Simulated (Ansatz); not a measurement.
# Work function of Ni(111): what the settings cost and change

How thick a slab and how much vacuum does the work function of Ni(111) need?

Program: Ansatz 0.2.0. Level of theory: plane-wave DFT, PBE, Ansatz PAW. Values are calculated unless marked as measured.

**Measured values to reproduce.**

“Anisotropic work function of elemental crystals” (2019, arxiv:1902.07811) quotes from earlier work for Ni (clean (111) face, a compiled value): work function (clean (111) face, a compiled value) 5.36 eV.

## (1) The system as given

The cell holds 1 atom: 1 Ni. Its edges and angles: a = 2.489 Å, b = 2.489 Å, c = 18.000 Å, α = 90.0°, β = 90.0°, γ = 60.0°. Vacuum lies along c.

Coordinates:

```cif
data_structure
_symmetry_space_group_name_H-M 'P 1'
_symmetry_Int_Tables_number 1
_cell_length_a 2.4890
_cell_length_b 2.4890
_cell_length_c 18.0000
_cell_angle_alpha 90.000
_cell_angle_beta 90.000
_cell_angle_gamma 60.000
_cell_volume 96.57
loop_
_atom_site_label
_atom_site_type_symbol
_atom_site_fract_x
_atom_site_fract_y
_atom_site_fract_z
_atom_site_occupancy
Ni1 Ni 0.66667 0.66667 0.50000 1
```

## (2) Run, setting 1 layer

A work function rests on the faint tail of the density, so the SCF threshold is tight. The slab grows from one layer, at fixed mesh and 18 Å of vacuum; then the vacuum is varied on one slab.

input.yaml reads:

```yaml
crystal:
  lattice:
    - [2.4890158698, 0.0, 0.0]
    - [1.2445079349, 2.1555509736, 0.0]
    - [0.0, 0.0, 18.0]
  atoms:
    - { symbol: Ni, position: [0.6666666667, 0.6666666667, 0.5], spin: 0.7 }
magnetization:
  spin_polarized: true
kpoints:
  mp_grid: { grid: [19, 19, 1] }
hamiltonian:
  xc: pbe
scf:
  occupations: { method: fermi_dirac, width: 0.1 }
  convergence: { dr2_threshold: 1.0e-09 }
efield:
  axis: 3
  dipole_correction: true
  ramp_position: 0.97
  ramp_width: 0.06
output:
  write_potential: true
  write_density: true
  volumetric_format: npy
  elf: true
```

Started as:

```bash
ansatz run input.yaml --threads 4 --pin off --max-ram 6144MiB --backend cpu --events-out ev --progress --plain --runs-dir out
```

Log:

```text
Engine: ansatz 0.2.0, aarch64-unknown-linux-gnu
Pseudopotentials: kind: paw
Pseudopotential: Ni, paw, valence charge 18, recommended cutoff 420 eV (normal), Ni.paw.azcp
Functional definition: PBE
  parameter kappa = 0.804
  parameter beta = 0.066725
  exchange = pbe_x(kappa = kappa, mu = beta*pi^2/3)
  correlation = pbe_c(beta = beta)
Crystal: 1 atoms, lattice volume = 96.574 Å³
Basis set: ecut = 420 eV, 1819 PW (Γ)
Bands: 14, of which v1, the nominal top of the filled ones, is band 9 counted from 1 (8 counted from 0)
Symmetry: 12 space group operations
k-points: 40 of 361
Non-local potential: Ni, projectors of the file, l = 0: 3, l = 1: 2, l = 2: 3, l = 3: 1
PAW form: soft (Blöchl's): semilocal exchange-correlation on the pseudo side does not see the compensation charge
PAW one-centre angular grid: Ni, 590 points (default); XC on 64 Gauss nodes
Initial density: superposition of atomic densities (neutral atoms: chi_scale 0, normalization atom)
Starting moments: Σ|m| = 0.7 μB on 1 of 1 site
Initial wavefunctions: pseudopotential atomic-orbital guess
Functional: x = pbe(κ = 0.804, μ = 0.219515), c = pbe(β = 0.066725)
iter 1 solved again at ethr=2.25e-3 eV; its pass at ethr=3.10e-3 eV (dr2=4.06e-1 eV) is discarded
SCF iter   1: F=—  HF=-5837.611345 eV  |F-HF|=—  |Δ(HF+E_count)|=         —  Δρ=2.79e-2 (↑2.79e-2 ↓1.61e-2)  dr2=4.04e-1  dr2_m=3.79e-1  M=0.969 μB ∫|m|=1.038 μB  β_m=0.77  ethr=2.25e-3  p=0.000 e·Å  D=7.87e-15 V/Å  ΔV_dip=-0.00 eV  dr2_dipole=4.65e-13  V_vac-E_F(+/−)=6.90/6.90 eV  ⟨swp⟩=1.0  Hψ=8111  notcnv=0
Mixer restart at iter 1: flushing history
efield: sawtooth ramp at fractional position 0.9700 (set: `efield.ramp_position`, or a place that a band, a saddle search or an elastic batch's reference lends), width 0.0600; the density the first Hamiltonian is built on has a dipole p = 0.000 e·Å; the dipole correction subtracts the counter field D = 7.87e-15 V/Å, which shifts the + side's vacuum level by -0.00 eV against the − side's; the planar-averaged density in the ramp window peaks in size at 1.0e-5 e/Å³
preconditioner: auto → LDOS  [metal: Δε(μ)=0.005 eV  Ē_g=9.027 eV  σ=0.100 eV  W_gap=0.01  n_scr=10 (ndim 8)  ℏωp=11.9 eV  f_vac=0.757  D(μ)=3.46/eV (n_scr^D=14)]
spin=Collinear: LDOS preconditioning applied to the charge; magnetization (m = ρ↑ − ρ↓) channel mixes plain (no charge-response kernel on spin).
SCF iter   2: F=—  HF=-5837.900389 eV  |F-HF|=—  |Δ(HF+E_count)|=   2.89e-1  Δρ=1.00e-2 (↑1.00e-2 ↓5.93e-3)  dr2=1.87e-1  dr2_m=2.37e-2  M=0.946 μB ∫|m|=1.053 μB  β_m=0.40  ethr=2.24e-3  p=0.000 e·Å  D=1.20e-7 V/Å  ΔV_dip=-0.00 eV  dr2_dipole=1.86e-13  V_vac-E_F(+/−)=6.40/6.40 eV  ⟨swp⟩=3.1  Hψ=1869  notcnv=0
density mixer auto → msr1: a metal under ldos (density of states about μ 3.27 of a free-electron gas's, 10 screened modes)
SCF iter   3: F=—  HF=-5838.253504 eV  |F-HF|=—  |Δ(HF+E_count)|=   3.53e-1  Δρ=7.15e-3 (↑2.32e-3 ↓7.15e-3)  dr2=3.37e-2  dr2_m=1.66e-2  M=0.929 μB ∫|m|=1.061 μB  β_m=0.70  ethr=1.04e-3  p=-0.000 e·Å  D=-2.76e-7 V/Å  ΔV_dip=0.00 eV  dr2_dipole=6.35e-13  V_vac-E_F(+/−)=5.77/5.77 eV  ⟨swp⟩=3.6  Hψ=2349  notcnv=0
SCF iter   4: F=—  HF=-5838.464234 eV  |F-HF|=—  |Δ(HF+E_count)|=   2.11e-1  Δρ=3.61e-3 (↑5.01e-4 ↓3.61e-3)  dr2=6.73e-3  dr2_m=3.10e-3  M=0.899 μB ∫|m|=1.020 μB  β_m=0.85  ethr=1.87e-4  p=0.000 e·Å  D=1.22e-6 V/Å  ΔV_dip=-0.00 eV  dr2_dipole=9.76e-12  V_vac-E_F(+/−)=5.38/5.38 eV  ⟨swp⟩=2.7  Hψ=2609  notcnv=0  defer=4
SCF iter   5: F=—  HF=-5838.473053 eV  |F-HF|=—  |Δ(HF+E_count)|=   8.82e-3  Δρ=2.94e-3 (↑2.07e-3 ↓2.94e-3)  dr2=1.18e-2  dr2_m=3.66e-4  M=0.903 μB ∫|m|=1.025 μB  β_m=0.69  ethr=3.74e-5  p=-0.000 e·Å  D=-1.09e-6 V/Å  ΔV_dip=0.00 eV  dr2_dipole=1.17e-11  V_vac-E_F(+/−)=5.31/5.31 eV  ⟨swp⟩=2.2  Hψ=2464  notcnv=0  defer=16
SCF iter   6: F=—  HF=-5838.469509 eV  |F-HF|=—  |Δ(HF+E_count)|=   3.54e-3  Δρ=6.74e-4 (↑3.56e-4 ↓6.74e-4)  dr2=2.90e-4  dr2_m=1.02e-4  M=0.896 μB ∫|m|=1.013 μB  β_m=0.85  ethr=3.74e-5  p=-0.000 e·Å  D=-2.53e-7 V/Å  ΔV_dip=0.00 eV  dr2_dipole=2.97e-13  V_vac-E_F(+/−)=5.36/5.36 eV  ⟨swp⟩=2.2  Hψ=2068  notcnv=0  defer=17
SCF iter   7: F=—  HF=-5838.469888 eV  |F-HF|=—  |Δ(HF+E_count)|=   3.79e-4  Δρ=2.65e-4 (↑1.27e-4 ↓2.65e-4)  dr2=7.20e-5  dr2_m=8.81e-6  M=0.894 μB ∫|m|=1.013 μB  β_m=0.92  ethr=1.61e-6  p=0.000 e·Å  D=4.35e-7 V/Å  ΔV_dip=-0.00 eV  dr2_dipole=2.38e-12  V_vac-E_F(+/−)=5.34/5.34 eV  ⟨swp⟩=2.5  Hψ=1934  notcnv=0  defer=16
SCF iter   8: F=—  HF=-5838.469883 eV  |F-HF|=—  |Δ(HF+E_count)|=   4.75e-6  Δρ=8.76e-5 (↑1.47e-5 ↓8.76e-5)  dr2=3.44e-6  dr2_m=1.49e-6  M=0.894 μB ∫|m|=1.013 μB  β_m=0.96  ethr=4.00e-7  p=-0.000 e·Å  D=-8.82e-7 V/Å  ΔV_dip=0.00 eV  dr2_dipole=1.02e-11  V_vac-E_F(+/−)=5.35/5.35 eV  ⟨swp⟩=2.1  Hψ=1443  notcnv=0  defer=17
SCF iter   9: F=—  HF=-5838.469884 eV  |F-HF|=—  |Δ(HF+E_count)|=   7.32e-7  Δρ=1.18e-5 (↑7.99e-6 ↓1.18e-5)  dr2=9.80e-9  dr2_m=7.06e-8  M=0.894 μB ∫|m|=1.013 μB  β_m=0.98  ethr=1.91e-8  p=0.000 e·Å  D=1.35e-6 V/Å  ΔV_dip=-0.00 eV  dr2_dipole=2.47e-11  V_vac-E_F(+/−)=5.35/5.35 eV  ⟨swp⟩=2.5  Hψ=1785  notcnv=0  defer=17
SCF iter  10: F=—  HF=-5838.469884 eV  |F-HF|=—  |Δ(HF+E_count)|=   4.12e-8  Δρ=5.61e-6 (↑1.29e-6 ↓5.61e-6)  dr2=1.36e-8  dr2_m=9.38e-9  M=0.894 μB ∫|m|=1.013 μB  β_m=0.99  ethr=5.44e-11  p=-0.000 e·Å  D=-1.58e-6 V/Å  ΔV_dip=0.00 eV  dr2_dipole=3.32e-11  V_vac-E_F(+/−)=5.35/5.35 eV  ⟨swp⟩=2.5  Hψ=1994  notcnv=0  defer=17
SCF iter  11: F=—  HF=-5838.469884 eV  |F-HF|=—  |Δ(HF+E_count)|=   7.58e-9  Δρ=8.51e-7 (↑3.46e-7 ↓8.51e-7)  dr2=9.78e-10  dr2_m=2.03e-10  M=0.894 μB ∫|m|=1.013 μB  β_m=0.86  ethr=5.44e-11  p=0.000 e·Å  D=3.19e-6 V/Å  ΔV_dip=-0.00 eV  dr2_dipole=1.35e-10  V_vac-E_F(+/−)=5.35/5.35 eV  ⟨swp⟩=2.0  Hψ=1521  notcnv=0  defer=17
SCF iter  12: F=-5838.469884 eV  HF=-5838.469884 eV  |F-HF|=3.46e-11  |Δ(HF+E_count)|=  1.39e-10  Δρ=3.23e-7 (↑7.51e-8 ↓3.23e-7)  dr2=9.29e-11  dr2_m=2.22e-11  M=0.894 μB ∫|m|=1.013 μB  ethr=5.43e-12  p=-0.000 e·Å  D=-9.09e-7 V/Å  ΔV_dip=0.00 eV  dr2_dipole=1.11e-11  V_vac-E_F(+/−)=5.35/5.35 eV  ⟨swp⟩=3.2  Hψ=4415  notcnv=0
SCF 1 converged in 12 iterations: F = -5838.469884 eV  dr2 = 9.29e-11
  greatest PAW one-centre occupation: 1.001 electrons in one spin orbital (limit 2), on the Ni atom at site 0 (counted from 0), in its partial waves of l = 1
WARN: The output density's exchange-correlation potential varies sharply where the density is thin. Do not read a vacuum level from v_tot or v_xc, or from such a field of the output density. On a cell that repeats whose density bears no net charge and no dipole along the vacuum's axis use v_es (v_loc + v_h of the components); under efield.dipole_correction with no amplitude use v_es + v_field, which holds any externa [...]
SCF converged after 12 iterations
Magnetization: 0.8943 μB (9.4471 up, 8.5529 down)
Absolute magnetization: 1.0138 μB (∫|ρ↑−ρ↓|, with the PAW one-centre terms)
Spin contamination: 0.0194 ħ² per cell (⟨S²⟩ above its minimum at these occupations)
Per-site moments (μB) at R_I (Å): [(0.948574, 1.026719)]
Free energy (F): -5838.469884 eV
Harris-Foulkes:  -5838.469884 eV  (|F-HF|=3.46e-11)
Internal energy: -5838.390308 eV  (E = F + TS)
E sigma→0 (E₀):  -5838.430096 eV
Entropy (-TS):   -0.079576 eV (-79.576 meV/atom)
Fermi energy:    -2.642462 eV
Dipole field:    D = 0.000006 V/Å  (p = 0.000003 e·Å, saw-weighted, corrected)
Work function:   Φ+ = 5.3470 eV   Φ− = 5.3472 eV
Levels:          The Fermi level and band energies are counted from a zero that moves with the ramp; work functions are not
--- Per-component energies (eV) ---
  E_band       = -647.951262
  E_kinetic    = 278.915895
  E_local      = -17647.341216  (includes V_loc(G=0)·N_el)
  E_nonlocal   = 639.362068
  E_hartree    = 8358.517550
  E_xc         = -81.958646
  E_vxc        = -105.408554  (∫ρ·V_xc dr)
  E_paw        = -1632.627383  (= ΣΔE_a)
  E_vpaw       = -530.515108  (= ΣTr[D̂ρ^β])
  E_aug_tail   = 0.000538  (compensation charges beyond the density's cutoff)
  E_efield     = 0.000000  (sawtooth field / dipole correction)
  E_vefield    = 0.000000  (∫n·V_field dr)
  E_ewald      = 4246.740886
  E_smearing   = -0.079576  (= −TS)
  E_closure    = 0.000000  (closes the sum)
  Σ components = -5838.469884   (vs F -5838.469884, Δ=0.00e0)
--- Band table (eV; the first three rows and the last of 80) ---
  k-point 0 ↑: bands = [... 5 lower, -4.6212, -4.6212, -4.3603, -3.5407, -3.5407, -1.6106, 2.3051, 2.9446, ... 1 higher]
  k-point 1 ↑: bands = [... 5 lower, -4.6487, -4.5827, -4.3353, -3.6460, -3.5483, -1.4386, 2.3914, 3.0376, ... 1 higher]
  k-point 2 ↑: bands = [... 5 lower, -4.7229, -4.4700, -4.2628, -3.8892, -3.5704, -0.9927, 2.6505, 3.3158, ... 1 higher]
  k-point 39 ↓: bands = [... 5 lower, -4.0347, -3.6210, -3.3982, -2.8625, 3.5986, 5.2083, 6.3582, 8.4589, ... 1 higher]
```

It took 14 s on 4 threads of Arm Neoverse N1, shared host; peak memory 0.46 GiB; 37 s of CPU time.

Numbers from this step:

* energy at zero smearing: -5838.4301 eV
* total moment: 0.8943 μB
* site moments: 0.9486 μB
* work function, upper face: 5.347 eV

Running mean over 2.032 Å of the planar mean; the ramp of the sawtooth is left out. Electron's electrostatic potential energy less the Fermi level against z:

| z (Å) | electron's electrostatic potential energy less the Fermi level (eV) |
| --- | --- |
| 2.88 | 5.35 |
| 3.31 | 5.35 |
| 3.74 | 5.35 |
| 4.18 | 5.35 |
| 4.61 | 5.35 |
| 5.04 | 5.34 |
| 5.47 | 5.34 |
| 5.90 | 5.32 |
| 6.19 | 5.28 |
| 6.62 | 5.13 |
| 7.06 | 4.62 |
| 7.49 | 2.69 |
| 7.92 | -1.91 |
| 8.35 | -6.97 |
| 8.78 | -9.48 |
| 9.22 | -9.48 |
| 9.65 | -6.97 |
| 10.08 | -1.91 |
| 10.51 | 2.69 |
| 10.94 | 4.62 |
| 11.38 | 5.13 |
| 11.81 | 5.28 |
| 12.10 | 5.32 |
| 12.53 | 5.34 |
| 12.96 | 5.34 |
| 13.39 | 5.35 |
| 13.82 | 5.35 |
| 14.26 | 5.35 |
| 14.69 | 5.35 |
| 15.12 | 5.35 |

Site moment by atom:

| atom | site moment (μB) |
| --- | --- |
| Ni1 | 0.949 |

Spin density in the ca plane at fractional y = 0.667, with atoms of Ni within 0.2 Å of it.

Values in e/Å³, 5 rows by 16 columns, each cell a mean:
```
0.0 0.0 0.0 0.0 0.0 0.0 0.0 0.2 0.3 0.0 0.0 0.0 0.0 0.0 0.0 0.0
0.0 0.0 0.0 0.0 0.0 0.0 0.0 0.5 1.0 0.0 0.0 0.0 0.0 0.0 0.0 0.0
0.0 0.0 0.0 0.0 0.0 0.0 0.0 0.2 0.3 0.0 0.0 0.0 0.0 0.0 0.0 0.0
0.0 0.0 0.0 0.0 0.0 0.0 0.0 0.0 0.0 0.0 0.0 0.0 0.0 0.0 0.0 0.0
0.0 0.0 0.0 0.0 0.0 0.0 0.0 0.0 0.0 0.0 0.0 0.0 0.0 0.0 0.0 0.0
```
Columns run along c (18.0 Å), rows up along a (2.5 Å). Atoms in or near the plane, at fractional coordinates: Ni at (0.50, 0.67).

Valence density in the ca plane at fractional y = 0.667, with atoms of Ni within 0.2 Å of it. It is the smooth field of the valence electrons, not physical close to the nuclei.

Values in e/Å³, 5 rows by 16 columns, each cell a mean:
```
 0  0  0  0  0  0  0  3  5  0  0  0  0  0  0  0
 0  0  0  0  0  0  0  9 17  0  0  0  0  0  0  0
 0  0  0  0  0  0  0  2  4  0  0  0  0  0  0  0
 0  0  0  0  0  0  0  0  0  0  0  0  0  0  0  0
 0  0  0  0  0  0  0  0  0  0  0  0  0  0  0  0
```
Columns run along c (18.0 Å), rows up along a (2.5 Å). Atoms in or near the plane, at fractional coordinates: Ni at (0.50, 0.67).

ELF of down spins in the ca plane at fractional y = 0.667, with atoms of Ni within 0.2 Å of it. It is the smooth field of the valence electrons, not physical close to the nuclei.

Values, 5 rows by 16 columns, each cell a mean:
```
0.00 0.00 0.00 0.00 0.00 0.01 0.12 0.24 0.28 0.15 0.02 0.00 0.00 0.00 0.00 0.00
0.00 0.00 0.00 0.00 0.00 0.01 0.13 0.37 0.45 0.16 0.02 0.00 0.00 0.00 0.00 0.00
0.00 0.00 0.00 0.00 0.00 0.01 0.12 0.23 0.26 0.14 0.02 0.00 0.00 0.00 0.00 0.00
0.00 0.00 0.00 0.00 0.00 0.01 0.12 0.24 0.24 0.15 0.02 0.00 0.00 0.00 0.00 0.00
0.00 0.00 0.00 0.00 0.00 0.01 0.12 0.24 0.23 0.15 0.02 0.00 0.00 0.00 0.00 0.00
```
Columns run along c (18.0 Å), rows up along a (2.5 Å). Atoms in or near the plane, at fractional coordinates: Ni at (0.50, 0.67).

The work function is 5.347 eV.

## (3) Slab, 2 atoms

System of this step: Ni(111). The cell holds 2 atoms: 2 Ni. Cell: a = 2.489 Å, b = 2.489 Å, c = 20.032 Å, α = 90.0°, β = 90.0°, γ = 60.0°. Vacuum lies along c.

input.yaml, the sections that differ from step 2:

```yaml
crystal:
  lattice:
    - [2.4890158698, 0.0, 0.0]
    - [1.2445079349, 2.1555509736, 0.0]
    - [0.0, 0.0, 20.0322729475]
  atoms:
    - { symbol: Ni, position: [0.6666666667, 0.6666666667, 0.4492750285], spin: 0.7 }
    - { symbol: Ni, position: [0.0, 0.0, 0.5507249715], spin: 0.7 }
output:
  write_potential: true
  write_density: true
  volumetric_format: npy
# magnetization, kpoints, hamiltonian, scf, efield: as in step 2
```

Log:

```text
[...]
Crystal: 2 atoms, lattice volume = 107.477 Å³
Basis set: ecut = 420 eV, 2017 PW (Γ)
Bands: 23, of which v1, the nominal top of the filled ones, is band 18 counted from 1 (17 counted from 0)
Symmetry: 6 space group operations
k-points: 40 of 361 (time reversal used)
[...]
k-point 1 ↑: bands = [... 14 lower, -2.3619, -1.8461, -1.3813, -1.2949, -1.1271, -0.9564, 0.4485, 4.4781, ... 1 higher]
  k-point 2 ↑: bands = [... 14 lower, -2.2615, -1.9500, -1.4666, -1.4177, -1.0500, -0.9525, 1.0376, 4.7274, ... 1 higher]
  k-point 39 ↓: bands = [... 14 lower, -1.7607, -0.7428, -0.3044, -0.2147, 4.6734, 6.0002, 6.2753, 7.9905, ... 1 higher]
[key lines of the parts left out:]
SCF converged after 14 iterations
Magnetization: 1.4001 μB (18.7000 up, 17.3000 down)
Free energy (F): -11678.209544 eV
Fermi energy:    -0.277754 eV
Dipole field:    D = 0.000000 V/Å  (p = 0.000000 e·Å, saw-weighted, corrected)
Work function:   Φ+ = 5.0503 eV   Φ− = 5.0502 eV
```

Wall time 23 s (4 threads); peak memory 0.5 GiB.

The work function is 5.050 eV, -0.297 eV from the run “1 layer”, at 1.8 times its CPU time.

## (4) Run, 3 atoms

System of this step: Ni(111). The cell holds 3 atoms: 3 Ni. Cell: a = 2.489 Å, b = 2.489 Å, c = 22.065 Å, α = 90.0°, β = 90.0°, γ = 60.0°. Vacuum lies along c.

input.yaml, the sections that differ from step 3:

```yaml
crystal:
  lattice:
    - [2.4890158698, 0.0, 0.0]
    - [1.2445079349, 2.1555509736, 0.0]
    - [0.0, 0.0, 22.0645458951]
  atoms:
    - { symbol: Ni, position: [0.3333333333, 0.3333333333, 0.4078941866], spin: 0.7 }
    - { symbol: Ni, position: [0.6666666667, 0.6666666667, 0.5], spin: 0.7 }
    - { symbol: Ni, position: [0.0, 0.0, 0.5921058134], spin: 0.7 }
# magnetization, kpoints, hamiltonian, scf, efield, output: as in step 3
```

Log:

```text
[...]
Crystal: 3 atoms, lattice volume = 118.381 Å³
Basis set: ecut = 420 eV, 2239 PW (Γ)
Bands: 34, of which v1, the nominal top of the filled ones, is band 27 counted from 1 (26 counted from 0)
Symmetry: 6 space group operations
k-points: 40 of 361 (time reversal used)
[...]
k-point 1 ↑: bands = [... 23 lower, 0.0638, 0.1055, 0.1608, 0.4874, 0.5114, 0.7395, 0.7924, 2.0229, ... 3 higher]
  k-point 2 ↑: bands = [... 23 lower, -0.1736, 0.0739, 0.1092, 0.2223, 0.4836, 0.7406, 1.1952, 2.6747, ... 3 higher]
  k-point 39 ↓: bands = [... 23 lower, 0.7772, 1.3983, 1.4601, 1.5250, 5.9189, 6.9595, 7.5576, 7.6152, ... 3 higher]
[key lines of the parts left out:]
SCF converged after 14 iterations
Magnetization: 2.1291 μB (28.0645 up, 25.9355 down)
Free energy (F): -17517.948450 eV
Fermi energy:    1.416310 eV
Dipole field:    D = -0.000002 V/Å  (p = -0.000002 e·Å, saw-weighted, corrected)
Work function:   Φ+ = 5.0568 eV   Φ− = 5.0568 eV
```

Wall time 39 s (4 threads); peak memory 0.61 GiB; 1.9 min of CPU time.

The work function is 5.057 eV, +0.007 eV from the run “2 layers”, at 1.7 times its CPU time.

## (5) Run, 4 atoms

System of this step: Ni(111). The cell holds 4 atoms: 4 Ni. Its edges and angles: a = 2.489 Å, b = 2.489 Å, c = 24.097 Å, α = 90.0°, β = 90.0°, γ = 60.0°. Vacuum lies along c.

input.yaml, the sections that differ from step 4:

```yaml
crystal:
  lattice:
    - [2.4890158698, 0.0, 0.0]
    - [1.2445079349, 2.1555509736, 0.0]
    - [0.0, 0.0, 24.0968188426]
  atoms:
    - { symbol: Ni, position: [0.0, 0.0, 0.3734932839], spin: 0.7 }
    - { symbol: Ni, position: [0.3333333333, 0.3333333333, 0.4578310946], spin: 0.7 }
    - { symbol: Ni, position: [0.6666666667, 0.6666666667, 0.5421689054], spin: 0.7 }
    - { symbol: Ni, position: [0.0, 0.0, 0.6265067161], spin: 0.7 }
# magnetization, kpoints, hamiltonian, scf, efield, output: as in step 4
```

Log:

```text
[...]
Crystal: 4 atoms, lattice volume = 129.284 Å³
Basis set: ecut = 420 eV, 2439 PW (Γ)
Bands: 45, of which v1, the nominal top of the filled ones, is band 36 counted from 1 (35 counted from 0)
Symmetry: 6 space group operations
k-points: 40 of 361 (time reversal used)
[...]
k-point 1 ↑: bands = [... 32 lower, 1.4823, 1.6674, 1.6708, 1.7597, 1.9371, 2.0248, 2.1809, 2.5137, ... 5 higher]
  k-point 2 ↑: bands = [... 32 lower, 1.4085, 1.4296, 1.5910, 1.6787, 1.9240, 2.0212, 2.1848, 3.0041, ... 5 higher]
  k-point 39 ↓: bands = [... 32 lower, 2.7187, 2.8743, 2.8756, 2.9393, 7.1088, 7.8443, 8.4446, 8.8790, ... 5 higher]
[key lines of the parts left out:]
SCF converged after 18 iterations
Magnetization: 2.6441 μB (37.3220 up, 34.6780 down)
Free energy (F): -23357.699123 eV
Fermi energy:    2.807581 eV
Dipole field:    D = 0.000020 V/Å  (p = 0.000014 e·Å, saw-weighted, corrected)
Work function:   Φ+ = 5.0775 eV   Φ− = 5.0779 eV
```

It took 66 s on 4 threads; peak memory 0.73 GiB; 3.3 min of CPU time.

The work function is 5.077 eV, +0.021 eV from the run “3 layers”, at 1.8 times its CPU time.

## (6) Run, 5 atoms

System of this step: Ni(111). The cell holds 5 atoms: 5 Ni. Its edges and angles: a = 2.489 Å, b = 2.489 Å, c = 26.129 Å, α = 90.0°, β = 90.0°, γ = 60.0°. Vacuum lies along c.

input.yaml, the sections that differ from step 5:

```yaml
crystal:
  lattice:
    - [2.4890158698, 0.0, 0.0]
    - [1.2445079349, 2.1555509736, 0.0]
    - [0.0, 0.0, 26.1290917902]
  atoms:
    - { symbol: Ni, position: [0.6666666667, 0.6666666667, 0.3444436597], spin: 0.7 }
    - { symbol: Ni, position: [0.0, 0.0, 0.4222218298], spin: 0.7 }
    - { symbol: Ni, position: [0.3333333333, 0.3333333333, 0.5], spin: 0.7 }
    - { symbol: Ni, position: [0.6666666667, 0.6666666667, 0.5777781702], spin: 0.7 }
    - { symbol: Ni, position: [0.0, 0.0, 0.6555563403], spin: 0.7 }
# magnetization, kpoints, hamiltonian, scf, efield, output: as in step 5
```

Log:

```text
[...]
Crystal: 5 atoms, lattice volume = 140.188 Å³
Basis set: ecut = 420 eV, 2625 PW (Γ)
Bands: 57, of which v1, the nominal top of the filled ones, is band 45 counted from 1 (44 counted from 0)
Symmetry: 6 space group operations
k-points: 40 of 361 (time reversal used)
[...]
k-point 1 ↑: bands = [... 41 lower, 2.7707, 2.7785, 2.9464, 2.9894, 3.0547, 3.1719, 3.2635, 3.3756, ... 8 higher]
  k-point 2 ↑: bands = [... 41 lower, 2.6774, 2.6919, 2.7788, 2.8822, 2.9940, 3.2634, 3.3811, 3.4012, ... 8 higher]
  k-point 39 ↓: bands = [... 41 lower, 4.0146, 4.0858, 4.0883, 4.1563, 8.2040, 8.7156, 9.3613, 9.6403, ... 8 higher]
[key lines of the parts left out:]
SCF converged after 17 iterations
Magnetization: 3.3224 μB (46.6612 up, 43.3388 down)
Free energy (F): -29197.445071 eV
Fermi energy:    4.006712 eV
Dipole field:    D = 0.000022 V/Å  (p = 0.000017 e·Å, saw-weighted, corrected)
Work function:   Φ+ = 5.0687 eV   Φ− = 5.0692 eV
```

Elapsed: 94 s, on 4 threads; peak memory 0.9 GiB; 4.7 min of CPU time.

The work function is 5.069 eV, -0.009 eV from the run “4 layers”, at 1.4 times its CPU time.

[end of part 1 of 3]

[Long decimals in the printed logs are rounded to 6 places.]

[Logs are printed without paths, hosts, clocks, repeated set-up lines and the standing remarks that a program may print on its own settings, such as how far it seeks lower states.]

[Hosts, paths, dates, database ids (printed as entryN), source tags and the programs' standing remarks are cut or masked in the printed files.]

[Maps of the electrostatic potential energy from Ansatz leave out the sawtooth potential of an applied field or a dipole correction, so their vacuum need not be flat; planar profiles and work functions include it.]
